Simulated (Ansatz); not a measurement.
# Moving the knobs of a GW run on VBiO4 (Clinobisvanite)

Aim: change settings of a G0W0 run on VBiO4 (Clinobisvanite) and see what moves.

Method: G0W0 on LDA, plane waves, PAW, in Ansatz 0.2.0.

## 1. Set-up

The structure is monoclinic, space group C2/c (No. 15). Conventional cell: a = 7.247 Å, b = 11.697 Å, c = 5.090 Å, α = 90.00°, β = 134.22°, γ = 90.00°. Nearest to V lie 4 O at 1.69 to 1.77 Å. Bi has 8 O at 2.35 to 2.63 Å nearest. O has 1 V at 1.77 Å and 2 Bi at 2.35 to 2.37 Å nearest. O has 1 V at 1.69 Å and 2 Bi at 2.52 to 2.63 Å nearest. Farther neighbours and most contacts between anions are not listed.

Coordinates:

```cif
data_structure
_symmetry_space_group_name_H-M 'C2/c'
_symmetry_Int_Tables_number 15
_cell_length_a 7.2472
_cell_length_b 11.6972
_cell_length_c 5.0898
_cell_angle_alpha 90.000
_cell_angle_beta 134.225
_cell_angle_gamma 90.000
_cell_volume 309.20
loop_
_atom_site_label
_atom_site_type_symbol
_atom_site_symmetry_multiplicity
_atom_site_Wyckoff_symbol
_atom_site_fract_x
_atom_site_fract_y
_atom_site_fract_z
_atom_site_occupancy
V1 V 4 e 0.50000 0.63000 0.25000 1
Bi1 Bi 4 e 0.00000 0.63350 0.25000 1
O1 O 8 f 0.64650 0.70820 0.13880 1
O2 O 8 f 0.76060 0.94930 0.37960 1
```

The cell and positions come from the Crystallography Open Database and are kept as given unless a step says otherwise. Spin-orbit coupling is left out unless a step names it. The default PAW set here is soft_2. Its files were made with PBE.

## 2. The base run: 2×2×4 mesh, 394 empty bands, screening to 108 eV

Now the one-shot GW correction: screening in the RPA, then the self-energy of the levels asked for.

The input, input.yaml:

```yaml
crystal:
  lattice:
    - [3.6235830947, -5.8486, 0.0]
    - [3.6235830947, 5.8486, 0.0]
    - [-3.5500110127, 0.0, 3.6473943918]
  atoms:
    - { symbol: V, position: [0.87, 0.13, 0.75] }
    - { symbol: V, position: [0.13, 0.87, 0.25] }
    - { symbol: Bi, position: [0.3665, 0.6335, 0.75] }
    - { symbol: Bi, position: [0.6335, 0.3665, 0.25] }
    - { symbol: O, position: [0.9383, 0.3547, 0.6388] }
    - { symbol: O, position: [0.6453, 0.0617, 0.8612] }
    - { symbol: O, position: [0.0617, 0.6453, 0.3612] }
    - { symbol: O, position: [0.3547, 0.9383, 0.1388] }
    - { symbol: O, position: [0.8113, 0.7099, 0.8796] }
    - { symbol: O, position: [0.2901, 0.1887, 0.6204] }
    - { symbol: O, position: [0.1887, 0.2901, 0.1204] }
    - { symbol: O, position: [0.7099, 0.8113, 0.3796] }
kpoints:
  mp_grid: { grid: [2, 2, 4] }
hamiltonian:
  xc: lda
scf:
  occupations: { method: fixed }
gw:
  n_empty_bands: 394
  ecut_chi: 108
  qp_bands: [v4, c4]
  qp_kpoints: band_edges
  screening: { model: contour_deformation }
```

Run with:

```
ansatz run input.yaml --threads 3 --pin off --max-ram 92160MiB --backend cuda --events-out ev --progress --plain --runs-dir out --devices 1 --max-vram 13GiB  # rebuilt from the run's record
```

Numbers of over 12 decimals in the logs are rounded to 6 here.

The log of the run:

```text
GPUs: using 1 of 1 available (devices: 1).
Engine: ansatz 0.2.0, x86_64-unknown-linux-gnu
Pseudopotentials: kind: paw
Pseudopotential: V, paw, valence charge 13, recommended cutoff 420 eV (normal), V.paw.azcp
Pseudopotential: Bi, paw, valence charge 15, recommended cutoff 420 eV (normal), Bi.paw.azcp
Pseudopotential: O, paw, valence charge 6, recommended cutoff 420 eV (normal), O.paw.azcp
Functional definition: SPW92
  exchange = slater_x
  correlation = pw_c
device memory: the entry about to start is reckoned to put 3.6 GiB on a device that reports 40.5 GiB free (of which the cap on the GPU budget leaves the run 13.0 GiB)
GPU FFT provider: cuFFT
GPU libraries: cuBLAS 13.8.2, cuFFT 12.4.0, cuSOLVER 12.3.4
Crystal: 12 atoms, lattice volume = 154.598 Å³
Basis set: ecut = 420 eV, 3041 PW (Γ)
Bands: 64, of which v1, the nominal top of the filled ones, is band 52 counted from 1 (51 counted from 0)
Symmetry: 4 space group operations
Space group: C2/c (ITA 15), of the structure as read, at distance tolerance 5.4e-5 Å
k-points: 9 of 16
Non-local potential: V, projectors of the file, l = 0: 3, l = 1: 2, l = 2: 3, l = 3: 1
Non-local potential: Bi, projectors of the file, l = 0: 2, l = 1: 2, l = 2: 2, l = 3: 2
Non-local potential: O, projectors of the file, l = 0: 2, l = 1: 2, l = 2: 1
PAW form: soft (Blöchl's): semilocal exchange-correlation on the pseudo side does not see the compensation charge
PAW frozen core: V, regenerated for the run's functional, and the local potential with it (the file was generated under x = pbe(κ = 0.804, μ = 0.219515), c = pbe(β = 0.066725))
PAW frozen core: Bi, regenerated for the run's functional, and the local potential with it (the file was generated under x = pbe(κ = 0.804, μ = 0.219515), c = pbe(β = 0.066725))
PAW frozen core: O, regenerated for the run's functional, and the local potential with it (the file was generated under x = pbe(κ = 0.804, μ = 0.219515), c = pbe(β = 0.066725))
PAW one-centre angular grid: V, 590 points (default); XC on 64 Gauss nodes
PAW one-centre angular grid: Bi, 590 points (default); XC on 64 Gauss nodes
PAW one-centre angular grid: O, 110 points (default); XC on 64 Gauss nodes
Initial density: superposition of atomic densities (neutral atoms: chi_scale 0, normalization atom), corrected by the library's trained network
Initial wavefunctions: pseudopotential atomic-orbital guess
GPU buffer pool allocated for 82944 grid points (all kernels)
GPU transforms: local potential and band sums: pruned to the plane-wave sphere, on 45×45×36
Functional: x = slater, c = lda
SCF iter   1: F=—  HF=-34338.366217 eV  |F-HF|=—  |Δ(HF+E_count)|=         —  Δρ=1.90e-2  dr2=5.25e-1  ethr=1.77e-3  ⟨swp⟩=4.1  Hψ=1726  notcnv=0  defer=74
[...]
NSCF: frozen V_eff on 1 k-points
device memory: the entry about to start is reckoned to put 1.1 GiB on a device that reports 33.8 GiB free (of which the cap on the GPU budget leaves the run 13.0 GiB)
NSCF: frozen V_eff on 1 k-points
SCF converged after 9 iterations
Free energy (F): -34338.254456 eV
Harris-Foulkes:  -34338.254456 eV  (|F-HF|=1.55e-8)
Internal energy: -34338.254456 eV  (E = F + TS)
E sigma→0 (E₀):  -34338.254456 eV
Fermi energy:    8.050453 eV
--- Per-component energies (eV) ---
  E_band       = -722.645747
  E_kinetic    = 2659.921571
  E_local      = -8102.326271  (includes V_loc(G=0)·N_el)
  E_nonlocal   = 1444.079676
  E_hartree    = 2948.687151
  E_xc         = -1138.524961
  E_vxc        = -1362.900438  (∫ρ·V_xc dr)
  E_paw        = -23997.376739  (= ΣΔE_a)
  E_vpaw       = -1258.820567  (= ΣTr[D̂ρ^β])
  E_aug_tail   = 0.019169  (compensation charges beyond the density's cutoff)
  E_ewald      = -8154.191953
  E_core_change = 1.457902  (= ΣΔE_core)
  E_smearing   = -0.000000  (= −TS)
  E_closure    = 0.000000  (closes the sum)
  Σ components = -34338.254456   (vs F -34338.254456, Δ=0.00e0)
--- Band table (eV; the first three rows and the last of 9) ---
  k-point 0: bands = [... 48 lower, 7.1428, 7.4512, 7.5059, 7.6648, 10.6048, 11.0444, 11.3622, 11.5452, ... 8 higher]
  k-point 1: bands = [... 48 lower, 7.1070, 7.2992, 7.5379, 8.0505, 10.6542, 10.8115, 11.0575, 11.2192, ... 8 higher]
  k-point 2: bands = [... 48 lower, 7.2504, 7.2504, 7.7101, 7.7101, 10.9501, 10.9501, 11.2449, 11.2449, ... 8 higher]
  k-point 8: bands = [... 48 lower, 7.2732, 7.2732, 7.8242, 7.8242, 11.0243, 11.0243, 11.2021, 11.2021, ... 8 higher]
--- G₀W₀: contour deformation, 6 samples at zero and on the imaginary axis and 1 off it, 16 q-points, 394 empty bands' worth ---
  eigenvalues of the whole cell's RPA ε∞ on this k-mesh (on a slab, of 1 + 4πα/V) = 5.9473, 6.9006, 7.4282; static W/v taken at q = 0 is 0.149203
  gw.qp_kpoints: band_edges: 9 of 9 stored k-points solved, in 1 pass; an edge of the gap read off the rows below is read off those points alone
    ik  band        ε_KS         Σx   Σc(E_QP)       V_xc       Z   E_QP_lin       E_QP  E_QP is
     0    49      7.1428   -23.7499     3.3433   -20.4416  0.7232     7.1778     7.1778  root
     0    50      7.4512   -25.3215     4.6437   -20.5773  0.7071     7.3505     7.3507  root
     0    51      7.5059   -25.6738     4.8339   -20.7317  0.7118     7.3975     7.3978  root
     0    52      7.6648   -25.8456     4.3513   -21.4595  0.7193     7.6300     7.6300  root
     0    53     10.6048   -15.7553    -5.9200   -23.1947  0.7238    12.1803    12.1242  root
     0    54     11.0444   -16.4378    -6.0289   -23.9968  0.7155    12.6391    12.5744  root
     0    55     11.3622   -17.1397    -6.3642   -25.0233  0.6890    12.9726    12.8816  root
     0    56     11.5452   -17.2110    -6.3845   -25.0572  0.6876    13.0986    13.0068  root
[...]
8    53     11.0243   -16.6368    -6.1935   -24.3312  0.6999    12.6008    12.5252  root
     8    54     11.0243   -16.6368    -6.1935   -24.3312  0.6999    12.6008    12.5252  root
     8    55     11.2021   -15.8558    -5.8856   -23.2315  0.7209    12.7517    12.6922  root
     8    56     11.2021   -15.8558    -5.8856   -23.2315  0.7209    12.7517    12.6922  root
```

Wall time 29 s (1 × NVIDIA H100 80GB HBM3 (shared by 6 runs) with 3 threads of AMD EPYC 7R13 (Zen 3), shared host); peak memory 1.5 GiB.

Reading the cycles: dr2 is the Hartree energy of the density residual (eV), the measure of convergence; HF is the Harris–Foulkes estimate of the energy, which meets the free energy F at convergence.

This step gave:

* bands summed: 446
* RPA ε∞ on this mesh (eigenvalues): 5.947, 6.901, 7.428
* plane waves in the screening matrix: 401
* q-points in the mesh: 16
* G0W0 gap on the mesh: 3.704 eV
* k of the valence top: 0, 0, 0.25
* k of the conduction bottom: 0, -0.5, -0.5
* starting gap on the mesh: 2.299 eV
* Z at the valence top: 0.7320
* Z at the conduction bottom: 0.7218
* least direct G0W0 gap on the computed points: 3.766 eV

The gap on the mesh goes from 2.30 eV to 3.70 eV, a correction of +1.40 eV. Between the two edge states, bare exchange in place of the xc potential would open the gap by 10.73 eV, and correlation takes back 9.33 eV.

## 3. Variant: all filled levels at the zone centre

input.yaml, as its differences from that of step 2:

```diff
@@ -25,6 +25,6 @@
 gw:
-  n_empty_bands: 394
-  ecut_chi: 108
-  qp_bands: [v4, c4]
-  qp_kpoints: band_edges
+  n_empty_bands: 351
+  ecut_chi: 100
+  qp_bands: [lowest, c2]
+  qp_kpoints: [[0, 0, 0]]
   screening: { model: contour_deformation }
```

The log of the run:

```text
GPUs: using 1 of 1 available (devices: 1).
[...]
GPU FFT provider: cuFFT
GPU libraries: cuBLAS 13.8.2, cuFFT 12.4.0, cuSOLVER 12.3.4
Crystal: 12 atoms, lattice volume = 154.598 Å³
Basis set: ecut = 420 eV, 3041 PW (Γ)
Bands: 64, of which v1, the nominal top of the filled ones, is band 52 counted from 1 (51 counted from 0)
Symmetry: 4 space group operations
[...]
k-points: 9 of 16
[...]
GPU buffer pool allocated for 82944 grid points (all kernels)
[...]
SCF iter   1: F=—  HF=-34338.366217 eV  |F-HF|=—  |Δ(HF+E_count)|=         —  Δρ=1.90e-2  dr2=5.25e-1  ethr=1.77e-3  ⟨swp⟩=4.1  Hψ=1726  notcnv=0  defer=74
[...]
SCF iter   9: F=-34338.254456 eV  HF=-34338.254456 eV  |F-HF|=1.55e-8  |Δ(HF+E_count)|=   4.62e-8  Δρ=3.74e-6  dr2=2.73e-8  ethr=9.62e-11  ⟨swp⟩=8.4  Hψ=1848  notcnv=0
SCF 1 converged in 9 iterations: F = -34338.254456 eV  dr2 = 2.73e-8
[...]
NSCF: frozen V_eff on 9 k-points
[...]
G₀W₀ screening: q 1/9
[... further progress lines ...]
[...]
SCF converged after 9 iterations
Free energy (F): -34338.254456 eV
[...]
Internal energy: -34338.254456 eV  (E = F + TS)
E sigma→0 (E₀):  -34338.254456 eV
Fermi energy:    8.050453 eV
[...]
--- Band table (eV; the first three rows and the last of 9) ---
  k-point 0: bands = [... 48 lower, 7.1428, 7.4512, 7.5059, 7.6648, 10.6048, 11.0444, 11.3622, 11.5452, ... 8 higher]
  k-point 1: bands = [... 48 lower, 7.1070, 7.2992, 7.5379, 8.0505, 10.6542, 10.8115, 11.0575, 11.2192, ... 8 higher]
[...]
0     5    -29.6399   -43.0983    11.3438   -31.1704  0.6300   -30.2343   -30.2240  root
     0     6    -29.6286   -43.1149    11.3333   -31.1988  0.6308   -30.2216   -30.2115  root
     0     7    -29.6272   -43.1112    11.3255   -31.1751  0.6333   -30.2486   -30.2378  root
     0     8    -29.6259   -43.1136    11.3276   -31.1780  0.6332   -30.2445   -30.2339  root
     0     9    -13.6795   -42.8639     6.6347   -34.0187  0.7450   -16.1331   -15.8900  root ?
     0    10    -13.6444   -42.9205     6.5466   -34.1401  0.7472   -16.1389   -15.8781  root ?
     0    11    -13.6200   -42.9907     6.5516   -34.2073  0.7478   -16.1125   -15.8518  root ?
     0    12    -13.6015   -43.1377     6.4846   -34.4000  0.7486   -16.1283   -15.8546  root ?
     0    13    -13.5818   -43.1030     6.4414   -34.4046  0.7497   -16.1194   -15.8388  root ?
     0    14    -13.5780   -43.1281     6.3534   -34.5176  0.7492   -16.1274   -15.8351  root ?
     0    15    -13.5773   -43.0623     6.4159   -34.3931  0.7506   -16.1177   -15.8306  root ?
     0    16    -13.5664   -43.1376     6.3702   -34.5117  0.7491   -16.1102   -15.8221  root ?
     0    17    -13.5400   -43.1922     6.4376   -34.4981  0.7498   -16.0741   -15.7964  root ?
     0    18    -13.5373   -43.1936     6.3913   -34.5378  0.7521   -16.0971   -15.8018  root ?
     0    19     -9.7619   -31.4514    10.6576   -20.0574  0.5875   -10.5373   -10.4983  root ?
     0    20     -8.3999   -33.1383    10.4001   -21.7456  0.6995    -9.4598    -9.3925  root
     0    21     -8.2289   -33.6661    10.2458   -22.3442  0.6955    -9.3689    -9.3049  root
[...]
0    51      7.5059   -25.6738     4.8681   -20.7317  0.7126     7.4319     7.4320  root
     0    52      7.6648   -25.8456     4.3880   -21.4595  0.7200     7.6668     7.6668  root
     0    53     10.6048   -15.7553    -5.8795   -23.1947  0.7244    12.2246    12.1647  root
     0    54     11.0444   -16.4378    -5.9879   -23.9968  0.7162    12.6847    12.6155  root
```

Run time: 13 s. Hardware: 1 × NVIDIA H100 80GB HBM3 (shared by 6 runs) with 3 threads; peak memory 1.4 GiB.

[end of part 1 of 2]

[Paths, hosts, dates, memory and timing lines, banners, echoed tables and standing remarks are left out of the program output.]

[Logs are printed without paths, hosts, clocks, repeated set-up lines and the standing remarks that a program may print on its own settings, such as how far it seeks lower states.]

[Runs of the session that timed out or met a known fault of the program may be left out.]

[Cells called generated may have been cut or substituted from an entry of the Crystallography Open Database or the Materials Project.]

[Hosts, paths, dates, database ids (printed as entryN), source tags and the programs' standing remarks are cut or masked in the printed files.]
